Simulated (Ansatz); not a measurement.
## Sensitivity of the G0W0 gap of GaCuSe2 (I-42d)

Aim: change settings of a G0W0 run on GaCuSe2 (I-42d) and see what moves.

Main program and level: Ansatz 0.2.0; G0W0 on PBE, plane waves, PAW; PAW set soft_1.

In doubt: one-shot GW on d or f shells is unsure, so the values of those runs are not to be relied on.

### Step 1. Starting point

Symmetry: I-42d, No. 122, tetragonal system. The conventional cell has a = 5.619 Å, b = 5.619 Å, c = 11.026 Å, α = 90.00°, β = 90.00°, γ = 90.00°. Nearest to Ga lie 4 Se at 2.42 Å. Nearest to Cu lie 4 Se at 2.42 Å. Nearest to Se lie 2 Ga at 2.42 Å and 2 Cu at 2.42 Å. Farther neighbours and most contacts between anions are not listed.

The cell and positions come from the Crystallography Open Database and are kept as given unless a step says otherwise.

### Step 2. The base run: 4×4×4 mesh, 481 empty bands, screening to 114 eV, PAW set soft_1 files

G0W0 replaces the xc potential by the self-energy, built once from these orbitals. Only a window of levels is corrected, while the sums run over the empty bands that the input names. This step takes PAW set soft_1 files.

input.yaml reads:

```yaml
crystal:
  lattice:
    - [-2.80955, 2.80955, 5.513]
    - [2.80955, -2.80955, 5.513]
    - [2.80955, 2.80955, -5.513]
  atoms:
    - { symbol: Ga, position: [0.5, 0.5, 0.0] }
    - { symbol: Ga, position: [0.25, 0.75, 0.5] }
    - { symbol: Cu, position: [0.0, 0.0, 0.0] }
    - { symbol: Cu, position: [0.75, 0.25, 0.5] }
    - { symbol: Se, position: [0.375, 0.37562, 0.50062] }
    - { symbol: Se, position: [0.62438, 0.125, 0.99938] }
    - { symbol: Se, position: [0.875, 0.87438, 0.49938] }
    - { symbol: Se, position: [0.12562, 0.625, 0.00062] }
kpoints:
  mp_grid: { grid: [4, 4, 4] }
hamiltonian:
  xc: pbe
  pseudopotentials: { kind: paw, azcp: { folder: soft_1 } }
scf:
  occupations: { method: fixed }
gw:
  n_empty_bands: 481
  ecut_chi: 114
  qp_bands: [v2, c2]
  qp_kpoints: band_edges
  screening: { model: contour_deformation }
```

Launch:

```bash
> ansatz run input.yaml --threads 3 --pin off --max-ram 92160MiB --backend cuda --events-out ev --progress --plain --runs-dir out --devices 1 --max-vram 13GiB
```

Numbers of over 12 decimals in the logs are rounded to 6 here.

The program printed:

```text
GPUs: using 1 of 1 available (devices: 1).
Engine: ansatz 0.2.0, x86_64-unknown-linux-gnu
Pseudopotentials: kind: paw
Pseudopotential: Ga, paw, valence charge 13, recommended cutoff 420 eV (normal), soft_1/Ga.paw.azcp
Pseudopotential: Cu, paw, valence charge 19, recommended cutoff 420 eV (normal), soft_1/Cu.paw.azcp
Pseudopotential: Se, paw, valence charge 16, recommended cutoff 420 eV (normal), soft_1/Se.paw.azcp
Functional definition: PBE
  parameter kappa = 0.804
  parameter beta = 0.066725
  exchange = pbe_x(kappa = kappa, mu = beta*pi^2/3)
  correlation = pbe_c(beta = beta)
device memory: the entry about to start is reckoned to put 4.3 GiB on a device that reports 30.4 GiB free (of which the cap on the GPU budget leaves the run 13.0 GiB)
GPU FFT provider: cuFFT
GPU libraries: cuBLAS 13.8.2, cuFFT 12.4.0, cuSOLVER 12.3.4
Crystal: 8 atoms, lattice volume = 174.069 Å³
Basis set: ecut = 420 eV, 3451 PW (Γ)
Bands: 77, of which v1, the nominal top of the filled ones, is band 64 counted from 1 (63 counted from 0)
Symmetry: 8 space group operations
Space group: I-42d (ITA 122), of the structure as read, at distance tolerance 5.6e-5 Å
k-points: 13 of 64 (time reversal used)
Non-local potential: Ga, projectors of the file, l = 0: 2, l = 1: 2, l = 2: 3, l = 3: 1
Non-local potential: Cu, projectors of the file, l = 0: 3, l = 1: 2, l = 2: 3, l = 3: 1
Non-local potential: Se, projectors of the file, l = 0: 2, l = 1: 2, l = 2: 3, l = 3: 1
PAW form: soft (Blöchl's): semilocal exchange-correlation on the pseudo side does not see the compensation charge
PAW one-centre angular grid: Ga, 590 points (default); XC on 64 Gauss nodes
PAW one-centre angular grid: Cu, 590 points (default); XC on 64 Gauss nodes
PAW one-centre angular grid: Se, 590 points (default); XC on 64 Gauss nodes
Initial density: superposition of atomic densities (chi_scale 0.1, normalization cell, long waves kept (reshape's long-wave potential 0.00 eV rms))
Initial wavefunctions: pseudopotential atomic-orbital guess
GPU buffer pool allocated for 110592 grid points (all kernels)
GPU transforms: local potential and band sums: pruned to the plane-wave sphere, on 45×45×45
Functional: x = pbe(κ = 0.804, μ = 0.219515), c = pbe(β = 0.066725)
SCF iter   1: F=—  HF=-42697.620019 eV  |F-HF|=—  |Δ(HF+E_count)|=         —  Δρ=5.71e-2  dr2=4.13e0  ethr=3.10e-3  ⟨swp⟩=4.5  Hψ=2816  notcnv=0  defer=131
preconditioner: auto → Resta (q_TF=auto, 2.592 Å⁻¹)  ε∞=4.4  [insulator: Δε(μ)=0.558 eV  Ē_g=12.923 eV  n_scr=60 (ndim 8)  ℏωp=23.9 eV  f_vac=0.054  ε∞_Penn≈4.4]
SCF iter   2: F=—  HF=-42696.890323 eV  |F-HF|=—  |Δ(HF+E_count)|=   7.30e-1  Δρ=4.55e-2  dr2=1.93e0  ethr=3.10e-3  ⟨swp⟩=2.5  Hψ=1710  notcnv=0  defer=102
[...]
E_xc         = -603.508695
  E_vxc        = -649.684831  (∫ρ·V_xc dr)
  E_paw        = -16145.337737  (= ΣΔE_a)
  E_vpaw       = -3070.296283  (= ΣTr[D̂ρ^β])
  E_aug_tail   = 0.000064  (compensation charges beyond the density's cutoff)
  E_ewald      = -14336.105182
  E_smearing   = -0.000000  (= −TS)
  E_closure    = -0.000000  (closes the sum)
  Σ components = -42696.497043   (vs F -42696.497043, Δ=0.00e0)
--- Band table (eV; the first three rows and the last of 13) ---
  k-point 0: bands = [... 60 lower, 7.0124, 8.4122, 8.4122, 8.5406, 8.7722, 10.4455, 10.8138, 12.5284, ... 9 higher]
  k-point 1: bands = [... 60 lower, 7.2481, 7.3059, 7.9141, 8.2571, 10.2364, 10.7663, 11.7446, 12.1273, ... 9 higher]
  k-point 2: bands = [... 60 lower, 7.7229, 7.7229, 8.0399, 8.0399, 9.7272, 9.7272, 11.8613, 11.8613, ... 9 higher]
  k-point 12: bands = [... 60 lower, 7.3137, 7.3137, 7.6311, 7.6311, 10.4165, 10.4165, 10.5009, 10.5009, ... 9 higher]
--- G₀W₀: contour deformation, 9 samples at zero and on the imaginary axis and 2 off it, 64 q-points, 481 empty bands' worth ---
  eigenvalues of the whole cell's RPA ε∞ on this k-mesh (on a slab, of 1 + 4πα/V) = 45.6945, 45.6945, 136.0951; static W/v taken at q = 0 is 0.015304
  bands read: the sum over 545 bands ends inside a degenerate multiplet in 4 slots, whose members it reads at an even weight; the widest, k=2: bands 545 to 546 (counted from 1) at 1/2 each
  gw.qp_kpoints: band_edges: 8 of 13 stored k-points solved, in 1 pass; an edge of the gap read off the rows below is read off those points alone
    valence top: of the k-points left out ik 8 came nearest to being solved in a further pass, in band 63 (counted from 1, as in the quasiparticle table): it holds the edge there only if its correction is more favourable than any solved in that band by at least 0.509 eV; those differ by 0.036 eV
    conduction bottom: of the k-points left out ik 7 came nearest to being solved in a further pass, in band 66 (counted from 1, as in the quasiparticle table): it holds the edge there only if its correction is more favourable than any solved in that band by at least 1.146 eV; those differ by 0.250 eV
    ik  band        ε_KS         Σx   Σc(E_QP)       V_xc       Z   E_QP_lin       E_QP  E_QP is
     0    63      8.4122   -31.2546     4.5326   -26.4129  0.6672     8.0874     8.1031  root
     0    64      8.5406   -31.6903     4.6331   -26.7508  0.6663     8.2188     8.2342  root
     0    65      8.7722   -11.1930    -3.4817   -14.8921  0.7271     8.9971     8.9898  root
     0    66     10.4455    -9.6136    -3.3239   -12.9033  0.7259    10.4115    10.4113  root
     1    63      7.9141   -33.9367     5.7705   -27.8557  0.6427     7.5872     7.6036  root
     1    64      8.2571   -31.5614     4.7910   -26.4489  0.6625     7.9180     7.9356  root
     1    65     10.2364   -12.5252    -3.4897   -16.2324  0.7113    10.4614    10.4539  root
     1    66     10.7663   -11.7510    -3.5217   -15.4295  0.7127    10.9263    10.9231  root
[...]
12    63      7.6311   -35.1890     6.2449   -28.6278  0.6342     7.2975     7.3148  root
    12    64      7.6311   -35.1890     6.2449   -28.6278  0.6342     7.2975     7.3148  root
    12    65     10.4165   -13.6609    -3.1137   -16.9469  0.7094    10.5926    10.5887  root
    12    66     10.4165   -13.6609    -3.1137   -16.9469  0.7094    10.5926    10.5887  root
[key lines of the parts left out:]
SCF converged after 11 iterations
Free energy (F): -42696.497043 eV
Fermi energy:    8.540614 eV
```

The job ended after 1.9 min (1 × NVIDIA H100 80GB HBM3 (shared by 6 runs) with 3 threads of AMD EPYC 7R13 (Zen 3), shared host; peak memory 2.3 GiB; 2.8 min of CPU time).

This step gave:

```
bands summed                                 : 545
RPA ε∞ on this mesh (eigenvalues)            : 45.69, 45.69, 136.1
plane waves in the screening matrix          : 461
q-points in the mesh                         : 64
G0W0 gap on the mesh                         : 0.7556 eV
k of the valence top                         : 0, 0, 0
k of the conduction bottom                   : 0, 0, 0
starting gap on the mesh                     : 0.2316 eV
Z at the valence top                         : 0.6663
Z at the conduction bottom                   : 0.7271
least direct G0W0 gap on the computed points : 0.7556 eV
```

The gap on the mesh goes from 0.23 eV to 0.76 eV, a correction of +0.52 eV. Between the two edge states, bare exchange in place of the xc potential would open the gap by 8.64 eV, and correlation takes back 8.11 eV.

### Step 3. Variant: wavefunction cutoff

input.yaml, as its differences from that of step 2:

```diff
@@ -22,4 +22,4 @@
 gw:
-  n_empty_bands: 481
-  ecut_chi: 114
+  n_empty_bands: 395
+  ecut_chi: 100
   qp_bands: [v2, c2]
@@ -27 +27,3 @@
   screening: { model: contour_deformation }
+basis:
+  ecutwfc: 350
```

The program printed:

```text
Warning: basis.ecutwfc = 350 eV is below the records' recommended 420 eV, and the density's cutoff is lower with it unless basis.ecutrho_ratio is high enough to keep the records' density cutoff: compare with a run at a higher cutoff
GPUs: using 1 of 1 available (devices: 1).
[...]
GPU FFT provider: cuFFT
GPU libraries: cuBLAS 13.8.2, cuFFT 12.4.0, cuSOLVER 12.3.4
Crystal: 8 atoms, lattice volume = 174.069 Å³
Basis set: ecut = 350 eV, 2601 PW (Γ)
Bands: 77, of which v1, the nominal top of the filled ones, is band 64 counted from 1 (63 counted from 0)
[... 1 set-up line as in the run before ...]
[...]
k-points: 13 of 64 (time reversal used)
[...]
GPU buffer pool allocated for 91125 grid points (all kernels)
[...]
SCF iter   1: F=—  HF=-42697.582754 eV  |F-HF|=—  |Δ(HF+E_count)|=         —  Δρ=5.67e-2  dr2=4.10e0  ethr=3.10e-3  ⟨swp⟩=4.5  Hψ=2811  notcnv=0  defer=138
[...]
SCF iter  11: F=-42696.469103 eV  HF=-42696.469103 eV  |F-HF|=2.80e-9  |Δ(HF+E_count)|=   1.36e-7  Δρ=1.39e-6  dr2=2.84e-9  ethr=7.81e-11  ⟨swp⟩=8.5  Hψ=3473  notcnv=0
SCF 1 converged in 11 iterations: F = -42696.469103 eV  dr2 = 2.84e-9
[...]
NSCF: frozen V_eff on 13 k-points
[...]
G₀W₀ screening: q 1/13
[... further progress lines ...]
[...]
SCF converged after 11 iterations
Free energy (F): -42696.469103 eV
[...]
Internal energy: -42696.469103 eV  (E = F + TS)
E sigma→0 (E₀):  -42696.469103 eV
Fermi energy:    8.539194 eV
[...]
--- Band table (eV; the first three rows and the last of 13) ---
  k-point 0: bands = [... 60 lower, 7.0105, 8.4108, 8.4108, 8.5392, 8.7719, 10.4459, 10.8147, 12.5307, ... 9 higher]
  k-point 1: bands = [... 60 lower, 7.2464, 7.3039, 7.9128, 8.2559, 10.2364, 10.7666, 11.7456, 12.1283, ... 9 higher]
  k-point 2: bands = [... 60 lower, 7.7215, 7.7215, 8.0389, 8.0389, 9.7273, 9.7273, 11.8632, 11.8632, ... 9 higher]
  k-point 12: bands = [... 60 lower, 7.3124, 7.3124, 7.6297, 7.6297, 10.4170, 10.4170, 10.5014, 10.5014, ... 9 higher]
[...]
0    63      8.4108   -31.2466     4.5475   -26.4071  0.6675     8.1053     8.1188  root
     0    64      8.5392   -31.6811     4.6485   -26.7432  0.6666     8.2366     8.2498  root
     0    65      8.7719   -11.1917    -3.4289   -14.8910  0.7272     9.0535     9.0423  root
     0    66     10.4459    -9.6030    -3.3059   -12.8932  0.7260    10.4303    10.4302  root
     1    63      7.9128   -33.9267     5.7733   -27.8478  0.6430     7.5914     7.6072  root
     1    64      8.2559   -31.5527     4.8037   -26.4425  0.6628     7.9339     7.9494  root
     1    65     10.2364   -12.5243    -3.4380   -16.2314  0.7115    10.5168    10.5055  root
     1    66     10.7666   -11.7443    -3.4879   -15.4237  0.7128    10.9634    10.9581  root
[...]
12    63      7.6297   -35.1754     6.2448   -28.6175  0.6344     7.2998     7.3167  root
    12    64      7.6297   -35.1754     6.2448   -28.6175  0.6344     7.2998     7.3167  root
    12    65     10.4170   -13.6525    -3.0815   -16.9397  0.7096    10.6289    10.6226  root
    12    66     10.4170   -13.6525    -3.0815   -16.9397  0.7096    10.6289    10.6226  root
```

It took 37 s on 1 × NVIDIA H100 80GB HBM3 (shared by 6 runs) with 3 threads; peak memory 1.9 GiB; 58 s of CPU time.

The G0W0 gap on the mesh is 0.793 eV.

Against the base:

```
              setting  base  variant
          empty bands   481      395
screening cutoff (eV)   114      100
         typed cutoff     -      350
```

```
                                    quantity  variant   base
                    starting gap on the mesh    0.233  0.232
                        G0W0 gap on the mesh    0.793  0.756
least direct G0W0 gap on the computed points    0.793  0.756
                        Z at the valence top    0.667  0.666
                  Z at the conduction bottom    0.727  0.727
```

### Step 4. Variant: other PAW set

This step: G0W0 on PBE, plane waves, PAW.

input.yaml, as its differences from that of step 3:

```diff
@@ -18,3 +18,3 @@
   xc: pbe
-  pseudopotentials: { kind: paw, azcp: { folder: soft_1 } }
+  pseudopotentials: { kind: paw, source: ansatz }
 scf:
@@ -27,3 +27 @@
   screening: { model: contour_deformation }
-basis:
-  ecutwfc: 350
```

The program printed:

```text
GPUs: using 1 of 1 available (devices: 1).
[... 2 set-up lines as in the run before ...]
Pseudopotential: Ga, paw, valence charge 21, recommended cutoff 1020 eV (normal), Ga.paw.azcp
Pseudopotential: Cu, paw, valence charge 19, recommended cutoff 700 eV (normal), Cu.paw.azcp
Pseudopotential: Se, paw, valence charge 16, recommended cutoff 580 eV (normal), Se.paw.azcp
[... 5 set-up lines as in the run before ...]
device memory: the entry about to start is reckoned to put 6.0 GiB on a device that reports 47.9 GiB free (of which the cap on the GPU budget leaves the run 13.0 GiB)
GPU FFT provider: cuFFT
GPU libraries: cuBLAS 13.8.2, cuFFT 12.4.0, cuSOLVER 12.3.4
Crystal: 8 atoms, lattice volume = 174.069 Å³
Basis set: ecut = 1020 eV, 12873 PW (Γ)
Bands: 87, of which v1, the nominal top of the filled ones, is band 72 counted from 1 (71 counted from 0)
[... 2 set-up lines as in the run before ...]
k-points: 13 of 64 (time reversal used)
Non-local potential: Ga, projectors of the file, l = 0: 3, l = 1: 3, l = 2: 3, l = 3: 2
Non-local potential: Cu, projectors of the file, l = 0: 3, l = 1: 3, l = 2: 3, l = 3: 1, l = 4: 1
[... 3 set-up lines as in the run before ...]
[...]
NSCF: frozen V_eff on 13 k-points
[...]
device memory: the entry about to start is reckoned to put 9.6 GiB on a device that reports 46.6 GiB free (of which the cap on the GPU budget leaves the run 13.0 GiB)
NSCF: frozen V_eff on 13 k-points
G₀W₀ screening: q 1/13
[... further progress lines ...]
WARN: the run was ended behind the SCF: a stop after 12 completed screening wavevectors. The result of record stands; what else was asked for is given out only as far as it was finished by then, or is formed of that. The run will not end as completed
SCF converged after 10 iterations
Free energy (F): -51958.511862 eV
Harris-Foulkes:  -51958.511862 eV  (|F-HF|=7.02e-8)
Internal energy: -51958.511862 eV  (E = F + TS)
E sigma→0 (E₀):  -51958.511862 eV
Fermi energy:    9.691886 eV
--- Per-component energies (eV) ---
  E_band       = -4068.812658
  E_kinetic    = 3400.262286
  E_local      = -39961.030550  (includes V_loc(G=0)·N_el)
  E_nonlocal   = 1992.595085
  E_hartree    = 15360.906246
  E_xc         = -1218.737432
  E_vxc        = -1199.075176  (∫ρ·V_xc dr)
  E_paw        = -13359.976981  (= ΣΔE_a)
  E_vpaw       = 976.623743  (= ΣTr[D̂ρ^β])
  E_aug_tail   = 0.000394  (compensation charges beyond the density's cutoff)
  E_ewald      = -18172.530909
  E_smearing   = -0.000000  (= −TS)
  E_closure    = 0.000000  (closes the sum)
  Σ components = -51958.511862   (vs F -51958.511862, Δ=0.00e0)
--- Band table (eV; the first three rows and the last of 13) ---
  k-point 0: bands = [... 68 lower, 8.1633, 9.5634, 9.5634, 9.6919, 9.9265, 11.5970, 11.9655, 13.6801, ... 11 higher]
  k-point 1: bands = [... 68 lower, 8.3991, 8.4570, 9.0654, 9.4084, 11.3903, 11.9183, 12.8973, 13.2790, ... 11 higher]
  k-point 2: bands = [... 68 lower, 8.8741, 8.8741, 9.1914, 9.1914, 10.8799, 10.8799, 13.0141, 13.0141, ... 11 higher]
  k-point 12: bands = [... 68 lower, 8.4650, 8.4650, 8.7827, 8.7827, 11.5682, 11.5682, 11.6523, 11.6523, ... 11 higher]
```

It took 2.5 min on 1 × NVIDIA H100 80GB HBM3 (shared by 6 runs) with 3 threads; peak memory 3.4 GiB.

Against the base:

```
              setting            base   variant
                files  PAW set soft_1  hard PAW
          empty bands             481       395
screening cutoff (eV)             114       100
```

The run was cut off at the time limit after its SCF cycle had converged; no result of it is taken.

### Step 5. Outcome

| Property | Result |
| --- | --- |
| base | 0.76 eV, 1.9 min |
| wavefunction cutoff | 0.79 eV, 37 s |
| other PAW set | timeout, 2.5 min |

**Reading.** Wavefunction cutoff: the gap moves by +0.04 eV and the time by a factor of 0.33 (the plane-wave cutoff goes from 420 to 350 eV). The variant differs from the base in empty bands, screening cutoff and typed cutoff together, so the change can't be laid to one of them. Other PAW set: the run ended as timeout. All runs here use a coarse mesh and modest cutoffs; they test settings and are not final values. The 4×4×4 mesh is coarse for this cell (its supercell is 27 Å along the shortest edge). The RPA ε∞ on it, from the PBE start, is 45.69 and 136.10; such meshes misread the long-range screening, most where the gap is narrow. The RPA ε∞ on this mesh reaches over 25; with a narrow direct gap a coarse mesh can overstate it, and the correction is then too small. A d shell, filled or nearly so, lies near the gap. One-shot GW converges very slowly in bands there, not always from below, and on a semilocal start the gap tends to come out low; starts rich in exact exchange can overshoot instead. The many-body steps are scalar-relativistic: spin-orbit coupling is not in them.

[Paths, hosts, dates, memory and timing lines, banners, echoed tables and standing remarks are left out of the program output.]

[Logs are printed without paths, hosts, clocks, repeated set-up lines and the standing remarks that a program may print on its own settings, such as how far it seeks lower states.]

[Runs of the session that timed out or met a known fault of the program may be left out.]

[Cells called generated may have been cut or substituted from an entry of the Crystallography Open Database or the Materials Project.]

[Hosts, paths, dates, database ids (printed as entryN), source tags and the programs' standing remarks are cut or masked in the printed files.]
